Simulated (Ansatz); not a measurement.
## HfZnO3 (model cell, started as cubic perovskite with Hf in the octahedra): phonons and vibrational spectra

Wanted: phonon frequencies of HfZnO3 (model cell, started as cubic perovskite with Hf in the octahedra) and what follows from them.

Program: Ansatz 0.2.0. Level of theory: DFT PBEsol, scalar-relativistic, plane waves, PAW; PAW set soft_1. Results are calculated unless marked as measured.

The structure was built from a prototype and need not be the compound's stable phase.

## 1. The structure

Symmetry: Pm-3m, No. 221, cubic system. Conventional cell: a = 4.136 Å, b = 4.136 Å, c = 4.136 Å, α = 90.00°, β = 90.00°, γ = 90.00°. Nearest to Zn lie 12 O at 2.92 Å. Nearest to Hf lie 6 O at 2.07 Å. O has 2 Hf at 2.07 Å nearest. Farther neighbours and most contacts between anions are not listed.

## 2. Rough relaxation

A rough relaxation comes first, because large forces or stress need no tight tolerances yet.

Contents of input.yaml:

```yaml
crystal:
  lattice:
    - [4.1356, 0.0, 0.0]
    - [0.0, 4.1356, 0.0]
    - [0.0, 0.0, 4.1356]
  atoms:
    - { symbol: Zn, position: [0.0, 0.0, 0.0] }
    - { symbol: Hf, position: [0.5, 0.5, 0.5] }
    - { symbol: O, position: [0.5, 0.5, 0.0] }
    - { symbol: O, position: [0.5, 0.0, 0.5] }
    - { symbol: O, position: [0.0, 0.5, 0.5] }
kpoints:
  mp_grid: { grid: [6, 6, 6] }
hamiltonian:
  xc: pbesol
  pseudopotentials: { kind: paw, azcp: { folder: soft_1 }, xc_functional: pbe }
scf:
  occupations: { method: gaussian, width: 0.1 }
output:
  forces: true
  stress: true
  eigenvalues: true
relax:
  adjacent_minimum: "off"
  f_tol: 0.05
  max_steps: 80
  cell: { stress_tol: 0.5 }
```

On the command line:

```sh
$ ansatz run input.yaml --threads 8 --pin off --max-ram 16384MiB --backend cpu --events-out ev --progress --plain --runs-dir out
```

Numbers of over 12 decimals in the logs are rounded to 6 here.

The program printed:

```text
The last accepted step is kept in <dir> (removed where the run ends without a failure and the disk answers)
Engine: ansatz 0.2.0, aarch64-unknown-linux-gnu
Pseudopotentials: kind: paw
Pseudopotential: Zn, paw, valence charge 12, recommended cutoff 420 eV (normal), soft_1/Zn.paw.azcp
Pseudopotential: Hf, paw, valence charge 26, recommended cutoff 420 eV (normal), soft_1/Hf.paw.azcp
[...]
F+E_penalty+E_count = -20564.35668847 eV   max|allowed force component| = 1.441e-29 eV/Å   (the final SCF, on the basis selected at the relaxed cell)
  cell:  # Å, volume = 66.3077 Å³
    - [4.047511, 0, 0]
    - [0, 4.047511, 0.0]
    - [0, 0.0, 4.047511]
  atoms:
    - { symbol: Zn, position: [0, 0, 0] }
    - { symbol: Hf, position: [0.5, 0.5, 0.5] }
    - { symbol: O, position: [0.5, 0.5, 0] }
    - { symbol: O, position: [0.5, 0, 0.5] }
    - { symbol: O, position: [0, 0.5, 0.5] }
[key lines of the parts left out:]
SCF converged after 4 iterations
Free energy (F): -20564.356688 eV
Fermi energy:    8.705372 eV
P = ⅓ Tr σ = -0.0200 GPa (-0.200 kbar)
```

Run time: 3.3 s. Hardware: 8 threads of Arm Neoverse V2, shared host; peak memory 0.46 GiB.

Step by step:

```tsv
step	energy less that of the first step (eV)	largest force component (eV/Å)	pressure (GPa)	volume (Å³)
1	0.0000	0.0000	-9.58	70.73
2	-0.1405	0.0000	3.09	65.24
3	-0.1479	0.0000	-0.30	66.50
4*	-0.1402	0.0000	-0.52	66.50
5	-0.1410	0.0000	-0.01	66.31
6*	-0.1404	0.0000	-0.02	66.31
```

Relaxation steps marked * repeat the geometry before them on a plane-wave basis chosen anew for their cell, so energy and pressure can jump there.

Forces are held to the 48 operations that the run works with; a distortion that breaks them can't arise in this run.

```tsv
conventional cell, symmetrised	before	after	change
a (Å)	4.136	4.048	-2.1 %
b (Å)	4.136	4.048	-2.1 %
c (Å)	4.136	4.048	-2.1 %
volume (Å³/atom)	14.15	13.26	-6.3 %
```

Final coordinates:

```xyz
5
Lattice="4.0475 0.0000 0.0000 0.0000 4.0475 0.0000 0.0000 0.0000 4.0475" Properties=species:S:1:pos:R:3 pbc="T T T"
Zn    0.0000    0.0000    0.0000
Hf    2.0238    2.0238    2.0238
O     2.0238    2.0238    0.0000
O     2.0238    0.0000    2.0238
O     0.0000    2.0238    2.0238
```

This step gave:

```yaml
pressure: -0.01996 GPa
volume_per_atom: 13.26 Å³
gap_on_the_k_mesh: 0 eV
```

In this step the volume went from 14.15 to 13.26 Å³/atom.

## 3. Bringing the structure to rest

Harmonic phonons are second derivatives at a point where the forces vanish, and they are wanted at zero stress, so atoms and cell are relaxed first.

input.yaml, the sections that differ from step 2:

```yaml
crystal:
  lattice:
    - [4.0475112644, 0.0, 0.0]
    - [0.0, 4.0475112644, 0.0]
    - [0.0, 0.0, 4.0475112644]
  atoms:
    - { symbol: Zn, position: [0.0, 0.0, 0.0] }
    - { symbol: Hf, position: [0.5, 0.5, 0.5] }
    - { symbol: O, position: [0.5, 0.5, 0.0] }
    - { symbol: O, position: [0.5, 0.0, 0.5] }
    - { symbol: O, position: [0.0, 0.5, 0.5] }
kpoints:
  mp_grid: { grid: [10, 10, 10] }
relax:
  adjacent_minimum: "off"
  f_tol: 0.005
  max_steps: 80
  cell: { stress_tol: 0.05 }
# hamiltonian, scf, output: as in step 2
```

The program printed:

```text
[...]
Crystal: 5 atoms, lattice volume = 66.308 Å³
Basis set: ecut = 420 eV, 1309 PW (Γ), exchange–correlation on 60×60×60 points (8 copies of the dense FFT grid, shifted against one another)
Bands: 34, of which v1, the nominal top of the filled ones, is band 28 counted from 1 (27 counted from 0)
Symmetry: 48 space group operations
[...]
k-points: 56 of 1000
[...]
--- Relaxed structure (1 steps of the walk, 1 accepted, 1 SCFs on fresh bases) ---
[...]
cell:  # Å, volume = 66.3077 Å³
    - [4.0475112644, 0.0, 0.0]
    - [0.0, 4.0475112644, 0.0]
    - [0.0, 0.0, 4.0475112644]
  atoms:
    - { symbol: Zn, position: [0.0, 0.0, 0.0] }
    - { symbol: Hf, position: [0.5, 0.5, 0.5] }
    - { symbol: O, position: [0.5, 0.5, 0.0] }
    - { symbol: O, position: [0.5, 0.0, 0.5] }
    - { symbol: O, position: [0.0, 0.5, 0.5] }
[key lines of the parts left out:]
SCF converged after 5 iterations
Free energy (F): -20564.359328 eV
Fermi energy:    8.678133 eV
P = ⅓ Tr σ = -0.0091 GPa (-0.091 kbar)
```

It took 2.5 s on 8 threads; peak memory 0.52 GiB; 17 s of CPU time.

Little changed from the start: no atom moved by 0.005 Å and no cell edge by 0.1 %.

This step gave:

- pressure: -0.009053 GPa

In this step the volume went from 13.26 to 13.26 Å³/atom.

## 4. Tight relaxation

Phonons need a cell at rest on their own settings, so the relaxation is repeated with tight tolerances on forces and stress on the k mesh and occupations of the first response run.

input.yaml, the sections that differ from step 3:

```yaml
kpoints:
  mp_grid: { grid: [12, 12, 12] }
scf:
  occupations: { method: methfessel_paxton, width: 0.2 }
relax:
  adjacent_minimum: "off"
  f_tol: 0.001
  max_steps: 60
  cell: { stress_tol: 0.01 }
# crystal, hamiltonian, output: as in step 3
```

The program printed:

```text
[...]
Crystal: 5 atoms, lattice volume = 66.308 Å³
Basis set: ecut = 420 eV, 1309 PW (Γ), exchange–correlation on 60×60×60 points (8 copies of the dense FFT grid, shifted against one another)
Bands: 34, of which v1, the nominal top of the filled ones, is band 28 counted from 1 (27 counted from 0)
Symmetry: 48 space group operations
[...]
k-points: 84 of 1728
[...]
--- Relaxed structure (2 steps of the walk, 2 accepted, 1 SCFs on fresh bases) ---
[...]
cell:  # Å, volume = 66.2918 Å³
    - [4.047188, 0, 0]
    - [0, 4.047188, 0.0]
    - [0.0, 0.0, 4.047188]
  atoms:
    - { symbol: Zn, position: [0, 0, 0] }
    - { symbol: Hf, position: [0.500000, 0.500000, 0.500000] }
    - { symbol: O, position: [0.500000, 0.500000, 0] }
    - { symbol: O, position: [0.500000, 0, 0.500000] }
    - { symbol: O, position: [0, 0.500000, 0.500000] }
[key lines of the parts left out:]
SCF converged after 6 iterations
Free energy (F): -20564.355118 eV
Fermi energy:    8.688481 eV
P = ⅓ Tr σ = 0.0060 GPa (0.060 kbar)
```

Wall time 4.9 s (8 threads); peak memory 0.56 GiB.

Little changed from the start: no atom moved by 0.005 Å and no cell edge by 0.1 %.

This step gave:

```
pressure : 0.005976 GPa
```

The forces vanish by symmetry and the pressure is 0.006 GPa, within the tolerances set. The cell now holds 13.26 Å³/atom.

## 5. Zone-centre response

The zone centre comes first: it holds the modes that light can see, as far as symmetry allows. No field response is asked, since the mesh shows no gap.

input.yaml, the sections that differ from step 4:

```yaml
crystal:
  lattice:
    - [4.047187857, 0.0, 0.0]
    - [0.0, 4.047187857, 0.0]
    - [0.0, 0.0, 4.047187857]
  atoms:
    - { symbol: Zn, position: [0.0, 0.0, 0.0] }
    - { symbol: Hf, position: [0.5, 0.5, 0.5] }
    - { symbol: O, position: [0.5, 0.5, 0.0] }
    - { symbol: O, position: [0.5, 0.0, 0.5] }
    - { symbol: O, position: [0.0, 0.5, 0.5] }
output:
  eigenvalues: true
phonons:
  method: dfpt
# kpoints, hamiltonian, scf: as in step 4
# relax: removed
```

The program printed:

```text
zone centre: on kpoints.mp_grid the ground state, and the responses unless they are solved on pairs of k-points, stand on 343 of the mesh's 1728 k-points, reduced under 8 symmetry operations, with k and −k counted as one. Each operation leaves every solved displacement unchanged or reverses it
[...]
Crystal: 5 atoms, lattice volume = 66.292 Å³
Basis set: ecut = 420 eV, 1309 PW (Γ), exchange–correlation on 60×60×60 points (8 copies of the dense FFT grid, shifted against one another)
Bands: 34, of which v1, the nominal top of the filled ones, is band 28 counted from 1 (27 counted from 0)
Symmetry: 48 space group operations
k-points: 343 of 1728 (irreducible under 8 space group operations)
[...]
SCF iter   1: F=—  HF=-20567.382566 eV  |F-HF|=—  |Δ(HF+E_count)|=         —  Δρ=1.01e-1  dr2=8.38e0  ethr=3.10e-3  ⟨swp⟩=5.0  Hψ=40955  notcnv=0
[...]
SCF iter  13: F=-20564.355118 eV  HF=-20564.355118 eV  |F-HF|=1.09e-11  |Δ(HF+E_count)|=    0.00e0  S|Δr|=    0.00e0  Δρ=5.02e-8  dr2=9.70e-13  ethr=1.00e-12  ⟨swp⟩=10.9  Hψ=59867  notcnv=0
SCF 1 converged in 13 iterations: F = -20564.355118 eV  dr2 = 9.70e-13
[...]
DFPT response loops at Γ: preconditioner auto → Kerker (q_TF=auto, 2.653 Å⁻¹) (partly filled bands, converged f_vac=0.013); β = 1.00, the filter's whole step (`scf.mixing.beta` (0.50) is not read by the response loops under this deck's `scf.mixing.preconditioner`; to damp them name `kerker` or `kerker_dos`, under which they read `scf.mixing.beta`, and type it under 1.00, their step now; both keys bind the ground state too); Broyden in place of MSR1
SCF converged after 13 iterations
[...]
Free energy (F): -20564.355118 eV
[...]
Internal energy: -20564.358251 eV  (E = F + TS)
E sigma→0 (E₀):  -20564.355901 eV
Entropy (-TS):   0.003133 eV (0.627 meV/atom)
Fermi energy:    8.688481 eV
[...]
--- Band table (eV; the first three rows and the last of 343) ---
  k-point 0: bands = [... 24 lower, 7.7261, 7.7261, 8.4000, 8.4000, 8.4000, 13.1834, 13.1834, 13.1834, ... 2 higher]
  k-point 1: bands = [... 24 lower, 7.6710, 7.7078, 8.3635, 8.3786, 8.3786, 13.1909, 13.3427, 13.3427, ... 2 higher]
  k-point 2: bands = [... 24 lower, 7.5203, 7.6591, 8.3422, 8.3422, 8.6911, 13.2116, 13.7608, 13.7608, ... 2 higher]
  k-point 342: bands = [... 24 lower, 4.5089, 8.3186, 8.6732, 8.6732, 8.6732, 16.3840, 16.3840, 16.3840, ... 2 higher]
--- Phonons (Γ-DFPT): 4 representative perturbations + reference, on 343 of 1728 k-points (Σ response iterations 12) ---
  k mesh reduced under 8 symmetry operations, with k and −k counted as one. Each operation leaves every solved displacement unchanged or reverses it
  ASR residual: 4.730e-5 → 0.000e0 eV/Å²; symmetrization residual: 8.392e-6 eV/Å²
  ASR residual per site (eV/Å²): 1.33e-5 4.73e-5 3.82e-5 3.82e-5 3.82e-5
  Γ frequencies (cm⁻¹): -341.20 -341.20 -341.20 -217.24 -217.24 -217.24 0.00 0.00 0.00 112.36 112.36 112.36 657.96 657.96 657.96
  non-analytic LO–TO correction: not included (Born effective charges unavailable; polar crystals: no LO–TO splitting at Γ)
```

Elapsed: 52 s, on 8 threads; peak memory 2.7 GiB.

This step gave:

```yaml
sum_rule_residual_before_enforcement: 4.73e-5 eV/Å²
point_group: m-3m
highest_optical_mode_at_the_zone_centre_no_lo_to_term: 658.0 cm⁻¹
lowest_optical_zone_centre_mode: -341.2 cm⁻¹
```

Patterns of degenerate modes are one choice out of their space. Modes at Γ, with each element's share of the kinetic energy (negative means imaginary):

```tsv
mode	frequency (cm⁻¹)	symmetry	Zn %	Hf %	O %
1	-341.2	T2u	0	0	100
2	-341.2	T2u	0	0	100
3	-341.2	T2u	0	0	100
4	-217.2	T1u	41	0	59
5	-217.2	T1u	41	0	59
6	-217.2	T1u	41	0	59
7	0.0	acoustic	22	61	16
8	0.0	acoustic	22	61	16
9	0.0	acoustic	22	61	16
10	112.4	T1u	36	35	29
11	112.4	T1u	36	35	29
12	112.4	T1u	36	35	29
13	658.0	T1u	0	4	96
14	658.0	T1u	0	4	96
15	658.0	T1u	0	4	96
```

Displacements in mode 3 (-341.2 cm⁻¹), the largest set to 1:
```
Zn1  0.00  0.00  0.00
Hf2  0.00  0.00  0.00
O3  -0.02 -0.17  0.00
O4   0.02  0.00 -1.00
O5   0.00  0.17  1.00
```

Displacements in mode 15 (658.0 cm⁻¹), the largest set to 1:
```
Zn1 -0.01  0.00  0.00
Hf2 -0.06  0.00  0.00
O3  -0.15  0.00  0.00
O4  -0.15  0.00  0.00
O5   1.00  0.00  0.00
```

Before it was imposed, the acoustic sum rule was missed by 4.7e-5 eV/Å². Small misses are needed for a sound result but don't prove that mesh and cutoff are converged. The lowest optical mode is imaginary, 341.2i cm⁻¹, so the energy falls along it.

(Part 1 of 2 ends here.)

[Logs are printed without paths, hosts, clocks, repeated set-up lines and the standing remarks that a program may print on its own settings, such as how far it seeks lower states.]

[Hosts, paths, dates, database ids (printed as entryN), source tags and the programs' standing remarks are cut or masked in the printed files.]
